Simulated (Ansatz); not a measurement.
**GaAs (F-43m): lattice thermal conductivity**

How well does the lattice of GaAs conduct heat?

What experiment has found for this phase:
- thermal conductivity 45 W/m/K near room temperature (given in “Combining the AFLOW GIBBS and Elastic Libraries to efficiently and robustly screen thermo-mechanical properties of solids”, 2017, arXiv:1611.05714)

Main program and level: Ansatz 0.2.0; DFT LDA, scalar-relativistic, plane waves, PAW; PAW set soft_1.

## 1. The starting structure

Symmetry: F-43m, No. 216, cubic system. Conventional cell: a = 5.654 Å, b = 5.654 Å, c = 5.654 Å, α = 90.00°, β = 90.00°, γ = 90.00°. Nearest to Ga lie 4 As at 2.45 Å. As has 4 Ga at 2.45 Å nearest. Farther neighbours are not listed.

## 2. Probe on a coarse mesh

A cheap single point shows whether the cell is a metal or an insulator and how far it is from rest; that sets the k-mesh and the occupations of what follows.

Contents of input.yaml:

```yaml
crystal:
  lattice:
    - [0.0, 2.82685, 2.82685]
    - [2.82685, 0.0, 2.82685]
    - [2.82685, 2.82685, 0.0]
  atoms:
    - { symbol: Ga, position: [0.0, 0.0, 0.0] }
    - { symbol: As, position: [0.25, 0.25, 0.25] }
kpoints:
  mp_grid: { grid: [6, 6, 6] }
hamiltonian:
  xc: lda
  pseudopotentials: { kind: paw, azcp: { folder: soft_1 }, xc_functional: pbe }
scf:
  occupations: { method: gaussian, width: 0.1 }
  lower_state_search: "off"
output:
  forces: true
  stress: true
  eigenvalues: true
```

Command:

```console
> ansatz run input.yaml --threads 18 --pin off --max-ram 92160MiB --backend cuda --events-out ev --progress --plain --runs-dir out --max-vram 78GiB
```

Numbers of over 12 decimals in the logs are rounded to 6 here.

Output:

```text
Engine: ansatz 0.2.0, aarch64-unknown-linux-gnu
Pseudopotentials: kind: paw
Pseudopotential: Ga, paw, valence charge 13, recommended cutoff 420 eV (normal), soft_1/Ga.paw.azcp
Pseudopotential: As, paw, valence charge 15, recommended cutoff 420 eV (normal), soft_1/As.paw.azcp
Functional definition: SPW92
  exchange = slater_x
  correlation = pw_c
device memory: the entry about to start is reckoned to put 0.7 GiB on a device that reports 115.1 GiB free (of which the cap on the GPU budget leaves the run 78.0 GiB)
GPU FFT provider: cuFFT
GPU libraries: cuBLAS 13.8.1, cuFFT 12.4.0, cuSOLVER 12.3.2
GPU matrix products: emulated (plane waves: as basis.precision tells), large ones in fixed point in workspaces of 1.00 GiB
Crystal: 2 atoms, lattice volume = 45.179 Å³
Basis set: ecut = 420 eV, 893 PW (Γ)
Bands: 18, of which v1, the nominal top of the filled ones, is band 14 counted from 1 (13 counted from 0)
Symmetry: 24 space group operations
Space group: F-43m (ITA 216), of the structure as read, at distance tolerance 3.6e-5 Å
k-points: 16 of 216 (time reversal used)
Non-local potential: Ga, projectors of the file, l = 0: 2, l = 1: 2, l = 2: 3, l = 3: 1
Non-local potential: As, projectors of the file, l = 0: 2, l = 1: 2, l = 2: 3, l = 3: 1
PAW form: soft (Blöchl's): semilocal exchange-correlation on the pseudo side does not see the compensation charge
PAW frozen core: Ga, regenerated for the run's functional, and the local potential with it (the file was generated under x = pbe(κ = 0.804, μ = 0.219515), c = pbe(β = 0.066725))
PAW frozen core: As, regenerated for the run's functional, and the local potential with it (the file was generated under x = pbe(κ = 0.804, μ = 0.219515), c = pbe(β = 0.066725))
PAW one-centre angular grid: Ga, 590 points (default); XC on 64 Gauss nodes
PAW one-centre angular grid: As, 590 points (default); XC on 64 Gauss nodes
Initial density: superposition of atomic densities (chi_scale 0.1, normalization cell, long waves kept (reshape's long-wave potential 0.00 eV rms))
Initial wavefunctions: pseudopotential atomic-orbital guess
GPU buffer pool allocated for 19683 grid points (all kernels)
GPU transforms: local potential and band sums: pruned to the plane-wave sphere, on 25×27×27
Functional: x = slater, c = lda
SCF iter   1: F=—  HF=-8481.425098 eV  |F-HF|=—  |Δ(HF+E_count)|=         —  Δρ=4.18e-2  dr2=4.93e-1  ethr=3.10e-3  ⟨swp⟩=5.1  Hψ=1358  notcnv=0
preconditioner: auto → none  [insulator: Δε(μ)=0.359 eV  Ē_g=15.752 eV  σ=0.100 eV  W_gap=0.99  n_scr=14 (ndim 8)  ℏωp=23.4 eV  f_vac=0.001  D(μ)=0.01/eV (n_scr^D=0)  ε∞_Penn≈3.2]
SCF iter   2: F=—  HF=-8481.296679 eV  |F-HF|=—  |Δ(HF+E_count)|=   1.28e-1  Δρ=1.76e-2  dr2=8.02e-2  ethr=1.76e-3  ⟨swp⟩=2.0  Hψ=479  notcnv=0
SCF iter   3: F=—  HF=-8481.275681 eV  |F-HF|=—  |Δ(HF+E_count)|=   2.10e-2  Δρ=4.54e-3  dr2=4.36e-3  ethr=2.86e-4  ⟨swp⟩=2.0  Hψ=496  notcnv=0
SCF iter   4: F=—  HF=-8481.272132 eV  |F-HF|=—  |Δ(HF+E_count)|=   3.55e-3  Δρ=8.29e-4  dr2=1.47e-4  ethr=1.56e-5  ⟨swp⟩=2.0  Hψ=432  notcnv=0
SCF iter   5: F=—  HF=-8481.272076 eV  |F-HF|=—  |Δ(HF+E_count)|=   5.59e-5  Δρ=2.05e-4  dr2=1.79e-5  ethr=5.27e-7  ⟨swp⟩=2.0  Hψ=513  notcnv=0
SCF iter   6: F=—  HF=-8481.272157 eV  |F-HF|=—  |Δ(HF+E_count)|=   8.15e-5  Δρ=5.25e-5  dr2=7.72e-7  ethr=6.38e-8  ⟨swp⟩=2.0  Hψ=512  notcnv=0
SCF iter   7: F=—  HF=-8481.272157 eV  |F-HF|=—  |Δ(HF+E_count)|=   8.21e-9  Δρ=1.12e-5  dr2=2.24e-8  ethr=3.57e-10  ⟨swp⟩=5.9  Hψ=1387  notcnv=0
SCF iter   8: F=-8481.272157 eV  HF=-8481.272157 eV  |F-HF|=1.37e-9  |Δ(HF+E_count)|=   6.61e-9  Δρ=2.03e-6  dr2=9.75e-10  ethr=8.00e-11  ⟨swp⟩=4.9  Hψ=1168  notcnv=0
SCF 1 converged in 8 iterations: F = -8481.272157 eV  dr2 = 9.75e-10
  greatest PAW one-centre occupation: 0.999 electrons in one spin orbital (limit 2), on the As atom at site 1 (counted from 0), in its partial waves of l = 2
SCF converged after 8 iterations
Free energy (F): -8481.272157 eV
Harris-Foulkes:  -8481.272157 eV  (|F-HF|=1.37e-9)
Internal energy: -8481.272038 eV  (E = F + TS)
E sigma→0 (E₀):  -8481.272098 eV
Entropy (-TS):   -0.000119 eV (-0.059 meV/atom)
Fermi energy:    7.778715 eV
--- Per-component energies (eV) ---
  E_band       = -330.898684
  E_kinetic    = 210.647599
  E_local      = -3667.784599  (includes V_loc(G=0)·N_el)
  E_nonlocal   = -481.099472
  E_hartree    = 2132.991388
  E_xc         = -133.458117
  E_vxc        = -130.642579  (∫ρ·V_xc dr)
  E_paw        = -3847.644510  (= ΣΔE_a)
  E_vpaw       = -528.000953  (= ΣTr[D̂ρ^β])
  E_aug_tail   = -0.000251  (compensation charges beyond the density's cutoff)
  E_ewald      = -2698.727786
  E_core_change = 3.803710  (= ΣΔE_core)
  E_smearing   = -0.000119  (= −TS)
  E_closure    = 0.000000  (closes the sum)
  Σ components = -8481.272157   (vs F -8481.272157, Δ=0.00e0)
--- Forces (eV/Å), atoms counted from 1 ---
  atom   1  Ga    -0.00000000     0.00000000     0.00000000
  atom   2  As    -0.00000000    -0.00000000    -0.00000000
  max |Σ_I F_I| component: 2.43e-17 eV/Å
--- Stress (GPa, compression-positive) ---
       -1.919924      -0.000000      -0.000000
        0.000000      -1.919924       0.000000
       -0.000000       0.000000      -1.919924
  P = ⅓ Tr σ = -1.9199 GPa (-19.199 kbar)
--- Band table (eV; the first three rows and the last of 16) ---
  k-point 0: bands = [... 10 lower, -5.1623, 7.6207, 7.6207, 7.6207, 7.9041, 11.3011, 11.3011, 11.3011]
  k-point 1: bands = [... 10 lower, -4.8430, 4.8371, 7.2377, 7.2377, 9.1027, 11.8485, 11.8485, 12.1902]
  k-point 2: bands = [... 10 lower, -4.0188, 2.1827, 6.6903, 6.6903, 8.6825, 12.2691, 12.2691, 14.7072]
  k-point 15: bands = [... 10 lower, -2.6271, 0.8791, 4.2549, 4.3958, 10.7922, 10.9825, 14.6285, 14.9362]
```

It took 1.8 s on 1 × NVIDIA GB200 with 18 threads of Arm Neoverse V2, shared host; peak memory 1.1 GiB.

In the SCF lines HF is the Harris–Foulkes energy and dr2 the Hartree energy of the density residual, in eV; the loop may stop once dr2 is under the threshold and the program's other checks hold. Hψ counts applications of the Hamiltonian.

This step gave:

```yaml
pressure: -1.920 GPa
volume_per_atom: 22.59 Å³/atom
gap_on_the_k_mesh: 0.2834 eV
```

The start is under -1.9 GPa at this level and looks like an insulator or semiconductor on this mesh.

## 3. Finding the static equilibrium

The vibrations must be taken about the equilibrium of this functional, not about the starting cell, so the structure is relaxed.

input.yaml, the sections that differ from step 2:

```yaml
kpoints:
  mp_grid: { grid: [12, 12, 12] }
scf:
  occupations: { method: gaussian, width: 0.01 }
  lower_state_search: "off"
relax:
  adjacent_minimum: "off"
  f_tol: 0.005
  max_steps: 80
  cell: { stress_tol: 0.05 }
# crystal, hamiltonian, output: as in step 2
```

Output:

```text
[...]
Crystal: 2 atoms, lattice volume = 45.179 Å³
Basis set: ecut = 420 eV, 893 PW (Γ)
Bands: 18, of which v1, the nominal top of the filled ones, is band 14 counted from 1 (13 counted from 0)
Symmetry: 24 space group operations
[...]
k-points: 72 of 1728 (time reversal used)
[...]
SCF iter   1: F=—  HF=-8481.449539 eV  |F-HF|=—  |Δ(HF+E_count)|=         —  Δρ=4.13e-2  dr2=4.81e-1  ethr=3.10e-3  ⟨swp⟩=5.7  Hψ=6361  notcnv=0
[...]
SCF iter   2: F=—  HF=-8481.323954 eV  |F-HF|=—  |Δ(HF+E_count)|=   1.26e-1  Δρ=1.73e-2  dr2=7.77e-2  ethr=1.72e-3  ⟨swp⟩=2.0  Hψ=2160  notcnv=0
[...]
SCF iter   8: F=-8481.299856 eV  HF=-8481.299856 eV  |F-HF|=2.04e-9  |Δ(HF+E_count)|=   7.45e-9  Δρ=2.31e-6  dr2=1.25e-9  ethr=8.53e-11  ⟨swp⟩=4.9  Hψ=5199  notcnv=0
SCF 1 converged in 8 iterations: F = -8481.299856 eV  dr2 = 1.25e-9
[...]
relax step   1: F+E_penalty+E_count = -8481.29985633 eV  Δ(F+E_penalty+E_count) = +0.000e0 eV  max|allowed force component| = 2.277e-18 eV/Å  Δτ_max = 0.0000 Å  P = -1.878 GPa  Ω = 45.179 Å³  (8 SCF iters, dr2 threshold 1.00e-7 eV, accepted)
[...]
Crystal: 2 atoms, lattice volume = 44.191 Å³
Basis set: ecut = 420 eV, 869 PW (Γ)
[...]
iter 1 solved again at ethr=1.97e-6 eV; its pass at ethr=3.10e-3 eV (dr2=5.52e-4 eV) is discarded
[...]
SCF iter   2: F=—  HF=-8481.306946 eV  |F-HF|=—  |Δ(HF+E_count)|=   1.15e-4  Δρ=4.15e-4  dr2=7.23e-5  ethr=1.95e-6  ⟨swp⟩=2.1  Hψ=1501  notcnv=0
[...]
SCF iter   5: F=-8481.306988 eV  HF=-8481.306988 eV  |F-HF|=5.16e-8  |Δ(HF+E_count)|=   5.18e-8  Δρ=1.10e-5  dr2=4.49e-8  ethr=7.14e-10  ⟨swp⟩=5.0  Hψ=5946  notcnv=0
SCF 2 converged in 5 iterations: F = -8481.306988 eV  dr2 = 4.49e-8
relax step   2: F+E_penalty+E_count = -8481.30698827 eV  Δ(F+E_penalty+E_count) = -7.132e-3 eV  max|allowed force component| = 6.614e-18 eV/Å  Δτ_max = 0.0000 Å  P = -0.351 GPa  Ω = 44.191 Å³  energy of the carried Pulay correction = +1.565e-4 eV  (5 SCF iters, dr2 threshold 2.00e-7 eV, accepted)
[...]
Crystal: 2 atoms, lattice volume = 43.970 Å³
[...]
SCF iter   4: F=-8481.307256 eV  HF=-8481.307256 eV  |F-HF|=5.82e-9  |Δ(HF+E_count)|=   1.62e-7  Δρ=7.33e-6  dr2=1.47e-8  ethr=7.14e-10  ⟨swp⟩=5.3  Hψ=6014  notcnv=0
SCF 3 converged in 4 iterations: F = -8481.307256 eV  dr2 = 1.47e-8
relax step   3: F+E_penalty+E_count = -8481.30725582 eV  Δ(F+E_penalty+E_count) = -2.675e-4 eV  max|allowed force component| = 5.782e-18 eV/Å  Δτ_max = 0.0000 Å  P = +0.018 GPa  Ω = 43.970 Å³  energy of the carried Pulay correction = +1.920e-4 eV  (4 SCF iters, dr2 threshold 2.00e-7 eV, accepted)
[...]
SCF iter   1: F=—  HF=-8481.306982 eV  |F-HF|=—  |Δ(HF+E_count)|=         —  Δρ=2.57e-5  dr2=1.16e-7  ethr=8.43e-8  ⟨swp⟩=3.0  Hψ=9854  notcnv=0
[...]
SCF iter   2: F=—  HF=-8481.307065 eV  |F-HF|=—  |Δ(HF+E_count)|=   8.36e-5  Δρ=1.92e-5  dr2=7.06e-8  ethr=4.16e-10  ⟨swp⟩=2.2  Hψ=2208  notcnv=0
[...]
SCF iter   6: F=-8481.307065 eV  HF=-8481.307065 eV  |F-HF|=1.82e-12  |Δ(HF+E_count)|=  1.82e-11  Δρ=5.90e-8  dr2=5.19e-13  ethr=1.00e-12  ⟨swp⟩=5.1  Hψ=5381  notcnv=0
SCF 4 converged in 6 iterations: F = -8481.307065 eV  dr2 = 5.19e-13
relax step   4: F+E_penalty+E_count = -8481.30706505 eV  Δ(F+E_penalty+E_count) = +1.908e-4 eV  max|allowed force component| = 5.204e-18 eV/Å  Δτ_max = 0.0000 Å  P = +0.017 GPa  Ω = 43.970 Å³  stress off target by 1.69e-2 GPa  SCF on the basis re-selected at this cell (its energy is not comparable with the rows above)  (6 SCF iters)
basis re-selected at this cell: Δ(F+E_penalty+E_count) = +1.908e-4 eV, ΔP = -0.001 GPa vs the last step (what re-selecting the basis moved, of the pressure what is left beyond the Pulay correction that the steps carried, after the strain that the cell walked since its last selection, with what the two solves' SCF thresholds leave and, on support functions, any second-order correction that the steps lacked; it is no m [...]
SCF converged after 6 iterations
Free energy (F): -8481.307065 eV
[...]
Internal energy: -8481.307065 eV  (E = F + TS)
E sigma→0 (E₀):  -8481.307065 eV
Fermi energy:    8.222182 eV
[...]
--- Stress (GPa, compression-positive) ---
        0.016936      -0.000000      -0.000000
       -0.000000       0.016936       0.000000
       -0.000000       0.000000       0.016936
  P = ⅓ Tr σ = 0.0169 GPa (0.169 kbar)
--- Band table (eV; the first three rows and the last of 72) ---
  k-point 0: bands = [... 10 lower, -5.0030, 7.9759, 7.9759, 7.9759, 8.4682, 11.6729, 11.6729, 11.6729]
  k-point 1: bands = [... 10 lower, -4.9180, 6.7243, 7.8566, 7.8566, 9.3254, 11.8268, 11.8481, 11.8481]
  k-point 2: bands = [... 10 lower, -4.6704, 5.1886, 7.5776, 7.5776, 9.5749, 12.2376, 12.2376, 12.6382]
  k-point 71: bands = [... 10 lower, -2.3288, 1.1766, 4.2924, 4.4830, 12.6303, 12.6404, 13.3673, 13.9476]
--- Relaxed structure (3 steps of the walk, 3 accepted, 1 SCFs on fresh bases) ---
  F+E_penalty+E_count = -8481.30706505 eV   max|allowed force component| = 5.204e-18 eV/Å   (the final SCF, on the basis selected at the relaxed cell)
  cell:  # Å, volume = 43.9695 Å³
    - [0, 2.801392, 2.801392]
    - [2.801392, 0, 2.801392]
    - [2.801392, 2.801392, 0]
  atoms:
    - { symbol: Ga, position: [0, 0, 0] }
    - { symbol: As, position: [0.25, 0.25, 0.25] }
```

Run time: 5 s. Hardware: 1 × NVIDIA GB200 with 18 threads; peak memory 1.1 GiB.

Relaxation path:

```tsv
step	energy less that of the first step (eV)	largest force component (eV/Å)	pressure (GPa)	volume (Å³)
1	0.0000	0.0000	-1.88	45.18
2	-0.0071	0.0000	-0.35	44.19
3	-0.0074	0.0000	0.02	43.97
4*	-0.0072	0.0000	0.02	43.97
```

Relaxation steps marked * repeat the geometry before them on a plane-wave basis chosen anew for their cell, so energy and pressure can jump there.

The run keeps the 24 symmetry operations that it works with, so distortions that break them were not tested.

```tsv
conventional cell, symmetrised	before	after	change
a (Å)	5.654	5.603	-0.9 %
b (Å)	5.654	5.603	-0.9 %
c (Å)	5.654	5.603	-0.9 %
volume (Å³/atom)	22.59	21.98	-2.7 %
```

Final coordinates:

```cif
data_structure
_symmetry_space_group_name_H-M 'P 1'
_symmetry_Int_Tables_number 1
_cell_length_a 3.9618
_cell_length_b 3.9618
_cell_length_c 3.9618
_cell_angle_alpha 60.000
_cell_angle_beta 60.000
_cell_angle_gamma 60.000
_cell_volume 43.97
loop_
_atom_site_label
_atom_site_type_symbol
_atom_site_fract_x
_atom_site_fract_y
_atom_site_fract_z
_atom_site_occupancy
Ga1 Ga 0.00000 0.00000 0.00000 1
As2 As 0.25000 0.25000 0.25000 1
```

This step gave:

```
pressure          : 0.01694 GPa
gap on the k-mesh : 0.4923 eV
volume per atom   : 21.98 Å³/atom
```

The relaxation ends with a pressure of 0.02 GPa.

## 4. Relaxing to small residual forces and stress

The thresholds are tightened for a last relaxation ahead of the phonons, and where mesh or smearing change with them the cell follows.

input.yaml, the sections that differ from step 3:

```yaml
crystal:
  lattice:
    - [0.0, 2.8013924064, 2.8013924064]
    - [2.8013924064, 0.0, 2.8013924064]
    - [2.8013924064, 2.8013924064, 0.0]
  atoms:
    - { symbol: Ga, position: [0.0, 0.0, 0.0] }
    - { symbol: As, position: [0.25, 0.25, 0.25] }
scf:
  occupations: { method: fixed }
  lower_state_search: "off"
relax:
  adjacent_minimum: "off"
  f_tol: 0.001
  max_steps: 60
  cell: { stress_tol: 0.01 }
# kpoints, hamiltonian, output: as in step 3
```

Output:

```text
[...]
GPU FFT provider: cuFFT
GPU libraries: cuBLAS 13.8.1, cuFFT 12.4.0, cuSOLVER 12.3.2
[...]
Crystal: 2 atoms, lattice volume = 43.970 Å³
Basis set: ecut = 420 eV, 869 PW (Γ)
Bands: 18, of which v1, the nominal top of the filled ones, is band 14 counted from 1 (13 counted from 0)
Symmetry: 24 space group operations
[...]
k-point 71: bands = [... 10 lower, -2.3308, 1.1749, 4.2908, 4.4814, 12.6277, 12.6370, 13.3642, 13.9450]
--- Relaxed structure (2 steps of the walk, 2 accepted, 1 SCFs on fresh bases) ---
[...]
cell:  # Å, volume = 43.9776 Å³
    - [0, 2.801563, 2.801563]
    - [2.801563, 0, 2.801563]
    - [2.801563, 2.801563, 0]
  atoms:
    - { symbol: Ga, position: [0, 0, 0] }
    - { symbol: As, position: [0.25, 0.25, 0.25] }
[key lines of the parts left out:]
SCF converged after 6 iterations
Free energy (F): -8481.307064 eV
Fermi energy:    7.973433 eV
P = ⅓ Tr σ = 0.0034 GPa (0.034 kbar)
```

Wall time 4.1 s (1 × NVIDIA GB200 with 18 threads); peak memory 1.1 GiB; 10 s of CPU time.

Little changed from the start: no atom moved by 0.005 Å and no cell edge by 0.1 %.

This step gave:

| Item | Value |
| --- | --- |
| pressure | 0.003420 GPa |
| gap on the k-mesh | 0.4909 eV |
| volume per atom | 21.99 Å³/atom |

The residual pressure is 0.0034 GPa, small enough for phonons.

(Part 1 of 2 ends here.)

[Logs are printed without paths, hosts, clocks, repeated set-up lines and the standing remarks that a program may print on its own settings, such as how far it seeks lower states.]

[Hosts, paths, dates, database ids (printed as entryN), source tags and the programs' standing remarks are cut or masked in the printed files.]

[A step with changed settings may run another functional than the one named; its input shows which.]
